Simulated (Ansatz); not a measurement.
# Starting-point dependence of the GW gap of KMgF3 (Pm-3m)

Aim: G0W0 for KMgF3 (Pm-3m) on several starting functionals, at one mesh, band count and screening cutoff.

Calculated with Ansatz 0.2.0; G0W0 on several functionals, plane waves, PAW.

This is a report of a sequence of runs, with most program output left out.

In doubt: masses and optical values from hybrid runs of this build are listed as unsure (steps 3, 4), which bears on the screening that GW takes from such a start.

### Step 1. The starting structure

Symmetry: Pm-3m, No. 221, cubic system. Conventional cell: a = 3.986 Å, b = 3.986 Å, c = 3.986 Å, α = 90.00°, β = 90.00°, γ = 90.00°. Nearest to K lie 12 F at 2.82 Å. Mg has 6 F at 1.99 Å nearest. Nearest to F lie 2 Mg at 1.99 Å and 4 K at 2.82 Å. Farther neighbours and most contacts between anions are not listed.

The cell and positions come from the Crystallography Open Database and are kept as given unless a step says otherwise. The default PAW set here is soft_2. Its files were made with PBE.

### Step 2. G0W0 on PBE

G0W0 replaces the xc potential by the self-energy, built once from these orbitals. Only a window of levels is corrected, while the sums run over the empty bands that the input names.

This step: G0W0 on PBE, plane waves, PAW.

input.yaml reads:

```yaml
crystal:
  lattice:
    - [3.9859, 0.0, 0.0]
    - [0.0, 3.9859, 0.0]
    - [0.0, 0.0, 3.9859]
  atoms:
    - { symbol: K, position: [0.5, 0.5, 0.5] }
    - { symbol: Mg, position: [0.0, 0.0, 0.0] }
    - { symbol: F, position: [0.5, 0.0, 0.0] }
    - { symbol: F, position: [0.0, 0.5, 0.0] }
    - { symbol: F, position: [0.0, 0.0, 0.5] }
kpoints:
  mp_grid: { grid: [4, 4, 4] }
hamiltonian:
  xc: pbe
scf:
  occupations: { method: fixed }
gw:
  n_empty_bands: 406
  ecut_chi: 200.0
  qp_bands: [v2, c2]
  qp_kpoints: band_edges
  screening: { model: contour_deformation }
```

The run is started by

```
$ ansatz run input.yaml --threads 3 --pin off --max-ram 64512MiB --backend cuda --events-out ev --progress --plain --runs-dir out --devices 1 --max-vram 24GiB  # rebuilt from the run's record
```

Elapsed: 8.3 s, on 1 × NVIDIA H100 80GB HBM3 (shared by 3 runs) with 3 threads of AMD EPYC 7R13 (Zen 3), shared host; peak memory 1.4 GiB.

Numbers from this step:

| Quantity | Value |
| --- | --- |
| bands summed | 426 |
| RPA ε∞ on this mesh (eigenvalues) | 2.007, 2.007, 2.007 |
| plane waves in the screening matrix | 437 |
| q-points in the mesh | 64 |
| G0W0 gap on the mesh | 11.36 eV |
| k of the valence top | -0.5, -0.5, -0.5 |
| k of the conduction bottom | 0, 0, 0 |
| starting gap on the mesh | 7.334 eV |
| Z at the valence top | 0.8076 |
| Z at the conduction bottom | 0.8898 |
| least direct G0W0 gap on the computed points | 11.69 eV |

The gap on the mesh goes from 7.33 eV to 11.36 eV, a correction of +4.02 eV. Between the two edge states, bare exchange in place of the xc potential would open the gap by 12.60 eV, and correlation takes back 8.58 eV.

### Step 3. G0W0 on HSE06

The same correction from a different start measures what one shot leaves open.

This step: G0W0 on HSE06, plane waves, PAW.

Changes to input.yaml since step 2:

```diff
@@ -14,3 +14,3 @@
 hamiltonian:
-  xc: pbe
+  xc: hse06
 scf:
```

It took 32 s on 1 × NVIDIA H100 80GB HBM3 (shared by 3 runs) with 3 threads; peak memory 1.6 GiB; 38 s of CPU time.

Numbers from this step:

```
bands summed                                 : 426
RPA ε∞ on this mesh (eigenvalues)            : 1.830, 1.830, 1.830
plane waves in the screening matrix          : 437
q-points in the mesh                         : 64
G0W0 gap on the mesh                         : 12.31 eV
k of the valence top                         : -0.5, -0.5, -0.5
k of the conduction bottom                   : 0, 0, 0
starting gap on the mesh                     : 9.576 eV
Z at the valence top                         : 0.8377
Z at the conduction bottom                   : 0.9083
least direct G0W0 gap on the computed points : 12.64 eV
```

Against the run with 4×4×4 mesh, 406 empty bands, screening to 200 eV on PBE, the gap moves by +0.96 eV, while the start moved by +2.24 eV.

### Step 4. G0W0 on PBE0

This step: G0W0 on PBE0, plane waves, PAW.

Changes to input.yaml since step 3:

```diff
@@ -14,3 +14,3 @@
 hamiltonian:
-  xc: hse06
+  xc: pbe0
 scf:
```

It took 39 s on 1 × NVIDIA H100 80GB HBM3 (shared by 3 runs) with 3 threads; peak memory 1.6 GiB; 46 s of CPU time.

Numbers from this step:

```
bands summed                                 : 426
RPA ε∞ on this mesh (eigenvalues)            : 1.800, 1.800, 1.800
plane waves in the screening matrix          : 437
G0W0 gap on the mesh                         : 12.53 eV
k of the valence top                         : -0.5, -0.5, -0.5
k of the conduction bottom                   : 0, 0, 0
starting gap on the mesh                     : 10.34 eV
least direct G0W0 gap on the computed points : 12.85 eV
```

Against the run with 4×4×4 mesh, 406 empty bands, screening to 200 eV on HSE06, the gap moves by +0.21 eV, while the start moved by +0.76 eV.

### Step 5. Side by side

All on the 4×4×4 mesh with 406 empty bands and screening to 200 eV. Times are wall times on 1 × NVIDIA H100 80GB HBM3 (shared by 3 runs) with 3 threads of AMD EPYC 7R13 (Zen 3), shared host, good to a factor of about two.

```tsv
start	starting gap (eV)	shift (eV)	G0W0 gap (eV)	RPA ε∞ (harmonic mean)	Z (valence, conduction)	time
PBE	7.33	+4.02	11.36	2.01	0.81, 0.89	8.3 s
HSE06	9.58	+2.74	12.31	1.83	0.84, 0.91	32 s
PBE0	10.34	+2.19	12.53	1.80	0.84, 0.91	39 s
```

The parts of the quasiparticle energy at the two band edges (eV; QP = start + Σx + Σc − Vxc):

```tsv
run	edge	start	Σx	Σc	Vxc	Z	QP
PBE	valence top	2.85	-32.07	5.27	-24.15	0.81	0.20
PBE	conduction bottom	10.19	-7.22	-3.31	-11.90	0.89	11.56
HSE06	valence top	1.14	-32.08	4.53	-25.98	0.84	-0.43
HSE06	conduction bottom	10.72	-6.85	-3.07	-11.09	0.91	11.89
PBE0	valence top	0.72	-32.08	4.39	-26.39	0.84	-0.57
PBE0	conduction bottom	11.06	-6.85	-3.00	-10.75	0.91	11.96
```

For a hybrid start, Vxc holds its share of exact exchange.

### Step 6. What came out

| Quantity | Value |
| --- | --- |
| G0W0@PBE | 11.36 eV (start 7.33 eV) |
| G0W0@HSE06 | 12.31 eV (start 9.58 eV) |
| G0W0@PBE0 | 12.53 eV (start 10.34 eV) |
| known limits | not at the basis limit; coarse k mesh |

**Reading.** The starting gaps span 3.01 eV and the G0W0 gaps 1.17 eV. Between PBE and PBE0, 1.17 eV of the 3.01 eV survives, 39 %. PBE0 screens less than PBE (ε∞ 1.80 against 2.01). Of the 1.17 eV by which its G0W0 gap is higher, the correlation part gives +1.19 eV, and exchange with the one-particle terms, which follow the orbitals, −0.02 eV. The smallest correction, +2.19 eV, is on PBE0, the start nearest to reproducing itself. Bands and cutoff are finite, so the gap is not at the basis limit. The miss can reach some tenths of an eV and take either sign; the mesh is an error of its own. The 4×4×4 mesh is coarse for this cell (its supercell is 16 Å along the shortest edge). The RPA ε∞ on it, from the PBE start, is 2.01; such meshes misread the long-range screening, most where the gap is narrow. This is the ideal cubic cell; many perovskites, halides above all, are cubic only on average, and local tilts or off-centring can widen the gap.

[Paths, hosts, dates, memory and timing lines, banners, echoed tables and standing remarks are left out of the program output.]

[Logs are printed without paths, hosts, clocks, repeated set-up lines and the standing remarks that a program may print on its own settings, such as how far it seeks lower states.]

[Runs of the session that timed out or met a known fault of the program may be left out.]

[Cells called generated may have been cut or substituted from an entry of the Crystallography Open Database or the Materials Project.]

[Hosts, paths, dates, database ids (printed as entryN), source tags and the programs' standing remarks are cut or masked in the printed files.]
